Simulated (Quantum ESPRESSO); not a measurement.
# SnH2 (P-3m1): zone-centre phonons, part 2 of 2

Aim: the zone-centre modes of SnH2 (P-3m1).

Quantum ESPRESSO 7.5; DFT LDA, scalar-relativistic, plane waves, PseudoDojo norm-conserving pseudopotentials.

So far. Step 2 (A first look): No gap opens on this mesh, so smearing is kept; the start stands at -6.6 GPa. Step 4 (Self-consistent run for the response): The cell stands at -0.26 GPa, close enough for stiff modes, while soft ones can move. The relaxed cell has a = 3.554, c = 3.176 Å (conventional setting).

The structure was built from a prototype and need not be the compound's stable phase.

### Step 5. Linear response at Γ

At q = 0 one unit cell holds all displacements; symmetry groups them into irreducible representations that are solved one by one. With smeared occupations no response to a homogeneous field can be asked.

Contents of ph.in:

```
phonons
&INPUTPH
  prefix       = 'x'
  outdir       = './tmp'
  fildyn       = 'g.dyn'
  tr2_ph       = 1.0d-18
  alpha_mix(1) = 0.4
  nmix_ph      = 8
/
0.000000000000 0.000000000000 0.000000000000
```

On the command line:

```console
OMP_NUM_THREADS=1 mpirun -n 4 ph.x -nk 4 -in ph.in > ph.out
```

The log of the run:

```text
[banners, grids, parts of the stress and lines that vanish by symmetry left out]
[banner, memory and clock lines left out]
Program PHONON v.7.5

     ./tmp/x.save/

     IMPORTANT: XC functional enforced from input :
     Exchange-correlation= PW
                           (   1   4   0   0   0   0   0)
     Any further DFT definition will be discarded
     Please, verify this is what you really want

     G-vector sticks info

     Reading collected, re-writing distributed wavefunctions in ./tmp/

     Number and degeneracy of irreps per q-point
       N         xq(1)         xq(2)         xq(3)   N irreps
       1   0.000000000   0.000000000   0.000000000       6
        1   2   1   1   2   2

     Calculation of q =    0.0000000   0.0000000   0.0000000

     phonons

     bravais-lattice index     =            0
     lattice parameter (alat)  =       6.7157  a.u.
     unit-cell volume          =     234.3964 (a.u.)^3
     number of atoms/cell      =            3
     number of atomic types    =            2
     kinetic-energy cut-off    =      74.0000  Ry
     charge density cut-off    =     296.0000  Ry
     convergence threshold     =      1.0E-18
     beta                      =       0.4000
     number of iterations used =            8
     Exchange-correlation= PW
                           (   1   4   0   0   0   0   0)

     celldm(1)=    6.71570  celldm(2)=    0.00000  celldm(3)=    0.00000
     celldm(4)=    0.00000  celldm(5)=    0.00000  celldm(6)=    0.00000

     crystal axes: (cart. coord. in units of alat)
               a(1) = (  1.0000  0.0000  0.0000 )
               a(2) = ( -0.5000  0.8660  0.0000 )
               a(3) = (  0.0000  0.0000  0.8936 )

     reciprocal axes: (cart. coord. in units 2 pi/alat)
               b(1) = (  1.0000  0.5774 -0.0000 )
               b(2) = (  0.0000  1.1547  0.0000 )
               b(3) = (  0.0000 -0.0000  1.1191 )

     Atoms inside the unit cell:

     Cartesian axes

     site n.  atom      mass           positions (alat units)
        1  Sn    118.7100   tau(    1) = (    0.00000    0.00000    0.00000  )
        2  H       1.0080   tau(    2) = (   -0.00000    0.57735    0.19807  )
        3  H       1.0080   tau(    3) = (    0.50000    0.28868    0.69553  )

     Computing dynamical matrix for
                    q = (   0.0000000   0.0000000   0.0000000 )

     13 Sym.Ops. (with q -> -q+G )

     G cutoff =  338.1542  (  20265 G-vectors)     FFT grid: ( 40, 40, 36)

     number of k points=   131  Marzari-Vanderbilt smearing, width (Ry)=  0.0200

     PseudoPot. # 1 for Sn read from file:
     ./pseudo/Sn.upf
     Pseudo is Norm-conserving + core correction, Zval = 14.0
     Using radial grid of 1608 points,  6 beta functions with:
                l(1) =   0
                l(2) =   0
                l(3) =   1
                l(4) =   1
                l(5) =   2
                l(6) =   2

     PseudoPot. # 2 for H  read from file:
     ./pseudo/H.upf
     Pseudo is Norm-conserving, Zval =  1.0
     Using radial grid of 1180 points,  3 beta functions with:
                l(1) =   0
                l(2) =   0
                l(3) =   1

     Mode symmetry, D_3d (-3m)  point group:

     Atomic displacements:
     There are    6 irreducible representations

     Representation     1      1 modes -  To be done

     Representation     2      2 modes -  To be done

     Representation     3      1 modes -  To be done

     Representation     4      1 modes -  To be done

     Representation     5      2 modes -  To be done

     Representation     6      2 modes -  To be done

     Alpha used in Ewald sum =   2.8000

     Representation #   1 mode #   1

     Self-consistent Calculation

     Pert. #  1: Fermi energy shift (Ry) =    -1.8733E-02     0.0000E+00

      iter #   1   av.it.:   3.4
      thresh= 1.000E-02 alpha_mix =  0.400 |ddv_scf|^2 =  8.440E-08

     Pert. #  1: Fermi energy shift (Ry) =    -1.1695E-02     0.0000E+00

      iter #   2   av.it.:  10.5
      thresh= 2.905E-05 alpha_mix =  0.400 |ddv_scf|^2 =  1.443E-08

     Pert. #  1: Fermi energy shift (Ry) =    -6.1044E-03     0.0000E+00

      iter #   3   av.it.:  11.1
      thresh= 1.201E-05 alpha_mix =  0.400 |ddv_scf|^2 =  1.491E-10

     Pert. #  1: Fermi energy shift (Ry) =    -5.5793E-03     0.0000E+00

      iter #   4   av.it.:  12.4
      thresh= 1.221E-06 alpha_mix =  0.400 |ddv_scf|^2 =  1.082E-11

     Pert. #  1: Fermi energy shift (Ry) =    -5.3959E-03     0.0000E+00

      iter #   5   av.it.:  11.9
      thresh= 3.290E-07 alpha_mix =  0.400 |ddv_scf|^2 =  4.765E-13

     Pert. #  1: Fermi energy shift (Ry) =    -5.4137E-03     0.0000E+00

      iter #   6   av.it.:  13.0
      thresh= 6.903E-08 alpha_mix =  0.400 |ddv_scf|^2 =  2.373E-14

     Pert. #  1: Fermi energy shift (Ry) =    -5.4524E-03     0.0000E+00

      iter #   7   av.it.:  12.8
      thresh= 1.540E-08 alpha_mix =  0.400 |ddv_scf|^2 =  1.919E-15

     Pert. #  1: Fermi energy shift (Ry) =    -5.4538E-03     0.0000E+00

      iter #   8   av.it.:  12.1
      thresh= 4.380E-09 alpha_mix =  0.400 |ddv_scf|^2 =  1.773E-16

     Pert. #  1: Fermi energy shift (Ry) =    -5.4526E-03     0.0000E+00

      iter #   9   av.it.:  12.6
      thresh= 1.331E-09 alpha_mix =  0.400 |ddv_scf|^2 =  3.183E-18

     Pert. #  1: Fermi energy shift (Ry) =    -5.4524E-03     0.0000E+00

      iter #  10   av.it.:  13.0
      thresh= 1.784E-10 alpha_mix =  0.400 |ddv_scf|^2 =  1.247E-20

     End of self-consistent calculation

     Convergence has been achieved

     Representation #   2 modes #   2   3

     Self-consistent Calculation
      iter #   1   av.it.:   3.7
      thresh= 1.000E-02 alpha_mix =  0.400 |ddv_scf|^2 =  2.528E-08
      iter #   2   av.it.:  11.5
      thresh= 1.590E-05 alpha_mix =  0.400 |ddv_scf|^2 =  4.269E-09
      iter #   3   av.it.:  12.4
      thresh= 6.534E-06 alpha_mix =  0.400 |ddv_scf|^2 =  1.159E-11
      iter #   4   av.it.:  12.9
      thresh= 3.405E-07 alpha_mix =  0.400 |ddv_scf|^2 =  5.999E-13
[...]
End of self-consistent calculation

     Convergence has been achieved

     Representation #   3 mode #   4

     Self-consistent Calculation
[...]
End of self-consistent calculation

     Convergence has been achieved

     Representation #   4 mode #   5

     Self-consistent Calculation
[...]
End of self-consistent calculation

     Convergence has been achieved

     Representation #   5 modes #   6   7

     Self-consistent Calculation
[...]
End of self-consistent calculation

     Convergence has been achieved

     Representation #   6 modes #   8   9

     Self-consistent Calculation
[...]
iter #   3   av.it.:  12.6
      thresh= 3.500E-05 alpha_mix =  0.400 |ddv_scf|^2 =  6.787E-09
      iter #   4   av.it.:  12.4
      thresh= 8.238E-06 alpha_mix =  0.400 |ddv_scf|^2 =  1.235E-10
      iter #   5   av.it.:  12.1
      thresh= 1.111E-06 alpha_mix =  0.400 |ddv_scf|^2 =  2.099E-12
      iter #   6   av.it.:  12.3
      thresh= 1.449E-07 alpha_mix =  0.400 |ddv_scf|^2 =  1.646E-13
      iter #   7   av.it.:  12.7
      thresh= 4.057E-08 alpha_mix =  0.400 |ddv_scf|^2 =  4.465E-16
      iter #   8   av.it.:  12.3
      thresh= 2.113E-09 alpha_mix =  0.400 |ddv_scf|^2 =  7.716E-17
      iter #   9   av.it.:  12.9
      thresh= 8.784E-10 alpha_mix =  0.400 |ddv_scf|^2 =  3.050E-19

     End of self-consistent calculation

     Convergence has been achieved

     Number of q in the star =    1
     List of q in the star:
          1   0.000000000   0.000000000   0.000000000

     Diagonalizing the dynamical matrix

     q = (    0.000000000   0.000000000   0.000000000 )

 **************************************************************************
     freq (    1) =      -7.246977 [THz] =    -241.733145 [cm-1]
     freq (    2) =      -7.246977 [THz] =    -241.733145 [cm-1]
     freq (    3) =       0.020322 [THz] =       0.677862 [cm-1]
     freq (    4) =       0.037749 [THz] =       1.259162 [cm-1]
     freq (    5) =       0.037749 [THz] =       1.259162 [cm-1]
     freq (    6) =      14.149174 [THz] =     471.965652 [cm-1]
     freq (    7) =      24.355201 [THz] =     812.402071 [cm-1]
     freq (    8) =      25.420004 [THz] =     847.920075 [cm-1]
     freq (    9) =      25.420004 [THz] =     847.920075 [cm-1]
 **************************************************************************

     Mode symmetry, D_3d (-3m)  point group:

     freq (   1-   2) =       -241.7  [cm-1]   --> E_u  L_3'       I
     freq (   3-   3) =          0.7  [cm-1]   --> A_2u L_2'       I
     freq (   4-   5) =          1.3  [cm-1]   --> E_u  L_3'       I
     freq (   6-   6) =        472.0  [cm-1]   --> A_2u L_2'       I
     freq (   7-   7) =        812.4  [cm-1]   --> A_1g L_1        R
     freq (   8-   9) =        847.9  [cm-1]   --> E_g  L_3        R
```

The job ended after 5.4 min (4 MPI ranks of Arm Neoverse V1, shared host; 22 min of CPU time).

Read from the output:

```
largest acoustic frequency at the zone centre before the sum rule : 1.26 cm⁻¹
highest optical zone-centre mode (no LO-TO term)                  : 847.9 cm⁻¹
lowest optical zone-centre mode                                   : -241.7 cm⁻¹
```

The acoustic modes at Γ come out as far as 1.3 cm⁻¹ from zero, where they should vanish, a small numerical error. The lowest optical mode is imaginary, 242i cm⁻¹, an instability at this level and on this k mesh.

### Step 6. Modes with the sum rule

A rigid shift of the crystal must cost nothing, but grids and finite bases break this; the acoustic sum rule is imposed before the matrix is diagonalised again.

Contents of dynmat.in:

```
&INPUT
  fildyn = 'g.dyn'
  asr    = 'crystal'
  fileig = 'dynmat.eig'
/
```

On the command line:

```console
dynmat.x -in dynmat.in > dynmat.out
```

The log of the run:

```text
[banner, memory and clock lines left out]
Program DYNMAT v.7.5

     Reading Dynamical Matrix from file g.dyn
     ...Force constants read
     ...epsilon and Z* not read (not found on file)
     Acoustic Sum Rule: || Z*(ASR) - Z*(orig)|| =    0.000000E+00
     Acoustic Sum Rule: ||dyn(ASR) - dyn(orig)||=    1.377887E-05
     A direction for q was not specified:TO-LO splitting will be absent

     Polarizability (A^3 units)
     multiply by 1.000000 for Clausius-Mossotti correction
         0.000000    0.000000    0.000000
         0.000000    0.000000    0.000000
         0.000000    0.000000    0.000000

     IR activities are in (D/A)^2/amu units

# mode   [cm-1]    [THz]      IR
    1   -241.68   -7.2454    0.0000
    2   -241.68   -7.2454    0.0000
    3     -0.00   -0.0000    0.0000
    4      0.00    0.0000    0.0000
    5      0.00    0.0000    0.0000
    6    472.00   14.1501    0.0000
    7    812.40   24.3552    0.0000
    8    847.92   25.4200    0.0000
    9    847.92   25.4200    0.0000

[end of the log left out, with the tail of the file of modes that dynmat.x writes under the same name]
```

Wall time 0.45 s (1 thread).

Unit eigenvectors of the mass-weighted matrix after the sum rule; no LO-TO term. Modes at Γ, with each element's share of the kinetic energy (negative means imaginary):

```
mode  frequency (cm⁻¹)  Sn %  H %
   1            -241.7     2   98
   2            -241.7     2   98
   3               0.0    98    2
   4               0.0    98    2
   5               0.0    98    2
   6             472.0     2   98
   7             812.4     0  100
   8             847.9     0  100
   9             847.9     0  100
```

Displacements in mode 1 (-241.7 cm⁻¹), the largest set to 1:
```
Sn1  0.00 -0.02  0.00
H2   0.02  1.00  0.00
H3   0.02  1.00  0.00
```

Displacements in mode 8 (847.9 cm⁻¹), the largest set to 1:
```
Sn1  0.00  0.00  0.00
H2   0.00  1.00  0.00
H3   0.00 -1.00  0.00
```

The rule moves no optical mode by more than 0.1 cm⁻¹.

### Step 7. Sum rules set otherwise: a sum rule for molecules or wires on a crystal

This rule also removes rotations, which suits molecules and not a crystal; it is tried to see the harm.

Contents of dynmat.in:

```
&INPUT
  fildyn = 'g.dyn'
  asr    = 'zero-dim'
  fileig = 'dynmat.eig'
/
```

On the command line:

```console
dynmat.x -in dynmat.in > dynmat.out
```

The log of the run:

```text
[banner, memory and clock lines left out]
Program DYNMAT v.7.5

     Reading Dynamical Matrix from file g.dyn
     ...Force constants read
     ...epsilon and Z* not read (not found on file)
     Acoustic Sum Rule: || Z*(ASR) - Z*(orig)|| =    0.000000E+00
     Acoustic Sum Rule: ||dyn(ASR) - dyn(orig)||=    8.615548E-02
     A direction for q was not specified:TO-LO splitting will be absent

     Polarizability (A^3 units)
     multiply by 1.000000 for Clausius-Mossotti correction
         0.000000    0.000000    0.000000
         0.000000    0.000000    0.000000
         0.000000    0.000000    0.000000

     IR activities are in (D/A)^2/amu units

# mode   [cm-1]    [THz]      IR
    1     -0.00   -0.0000    0.0000
    2     -0.00   -0.0000    0.0000
    3      0.00    0.0000    0.0000
    4      0.00    0.0000    0.0000
    5      0.00    0.0000    0.0000
    6      0.00    0.0000    0.0000
    7    193.52    5.8016    0.0000
    8    508.99   15.2592    0.0000
    9    833.09   24.9755    0.0000

[end of the log left out, with the tail of the file of modes that dynmat.x writes under the same name]
```

Wall time 0.45 s (1 thread).

The program raised no error, yet the settings are not those of a careful run.

The fault: a sum rule for molecules or wires on a crystal; 3 optical modes are projected out to zero frequency, as if they were rotations.

For a crystal the rule has to be 'simple' or 'crystal'.

Zone-centre frequencies as printed; negative means imaginary. Modes:

```
mode  frequency (cm⁻¹)
   1                 0
   2                 0
   3                 0
   4                 0
   5                 0
   6                 0
   7             193.5
   8               509
   9             833.1
```

### Step 8. Sum rules set otherwise (asr simple)

The rule can be imposed in more than one way; the choices should agree where the raw error is small.

Contents of dynmat.in:

```
&INPUT
  fildyn = 'g.dyn'
  asr    = 'simple'
  fileig = 'dynmat.eig'
/
```

On the command line:

```console
dynmat.x -in dynmat.in > dynmat.out
```

The log of the run:

```text
[banner, memory and clock lines left out]
Program DYNMAT v.7.5

     Reading Dynamical Matrix from file g.dyn
     ...Force constants read
     ...epsilon and Z* not read (not found on file)
     A direction for q was not specified:TO-LO splitting will be absent

     Polarizability (A^3 units)
     multiply by 1.000000 for Clausius-Mossotti correction
         0.000000    0.000000    0.000000
         0.000000    0.000000    0.000000
         0.000000    0.000000    0.000000

     IR activities are in (D/A)^2/amu units

# mode   [cm-1]    [THz]      IR
    1   -241.76   -7.2478    0.0000
    2   -241.76   -7.2478    0.0000
    3     -0.00   -0.0000    0.0000
    4     -0.00   -0.0000    0.0000
    5      0.00    0.0000    0.0000
    6    471.98   14.1496    0.0000
    7    812.41   24.3554    0.0000
    8    847.91   25.4198    0.0000
    9    847.91   25.4198    0.0000

[cm-1]
[end of the log left out, with the tail of the file of modes that dynmat.x writes under the same name]
```

Elapsed: 0.45 s, on 1 thread.

This step gave:

* lowest optical zone-centre mode: -241.8 cm⁻¹

Zone-centre frequencies as printed; negative means imaginary. Modes:

```
mode  frequency (cm⁻¹)
   1            -241.8
   2            -241.8
   3                 0
   4                 0
   5                 0
   6               472
   7             812.4
   8             847.9
   9             847.9
```

Against the first rule no mode moves by more than 0.1 cm⁻¹.

### Step 9. What came out

```json
{
 "space group after relaxation": "P-3m1",
 "volume per atom": "11.6 Å³",
 "highest optical zone-centre mode (no LO-TO term)": "847.9 cm⁻¹",
 "lowest optical zone-centre mode": "-241.7 cm⁻¹",
 "imaginary optical modes at the zone centre (no q mesh in this session)": "yes"
}
```

At the LDA level the optical modes of SnH2 (P-3m1) at the zone centre run from 242i to 848 cm⁻¹, so the structure is a saddle point, with 2 modes beyond 10i cm⁻¹ there. The relaxation gained more than 0.3 eV an atom, so the start was far from this structure and its bonding may have changed. Of the 6 optical modes, 3 are infrared active alone and 3 are Raman active alone; inversion symmetry keeps the two sets apart. These are harmonic frequencies at zero temperature: anharmonic shifts and linewidths and thermal expansion are left out. In a metal the frequencies hang on the k mesh and the smearing, most of all near Kohn anomalies. The structure is a hypothetical one, built on a prototype.

[Host names and launcher messages were left out of these logs when they were recorded.]

[Logs are printed without paths, hosts, clocks, repeated set-up lines and the standing remarks that a program may print on its own settings, such as how far it seeks lower states.]

[Hosts, paths, dates, database ids (printed as entryN), source tags and the programs' standing remarks are cut or masked in the printed files.]
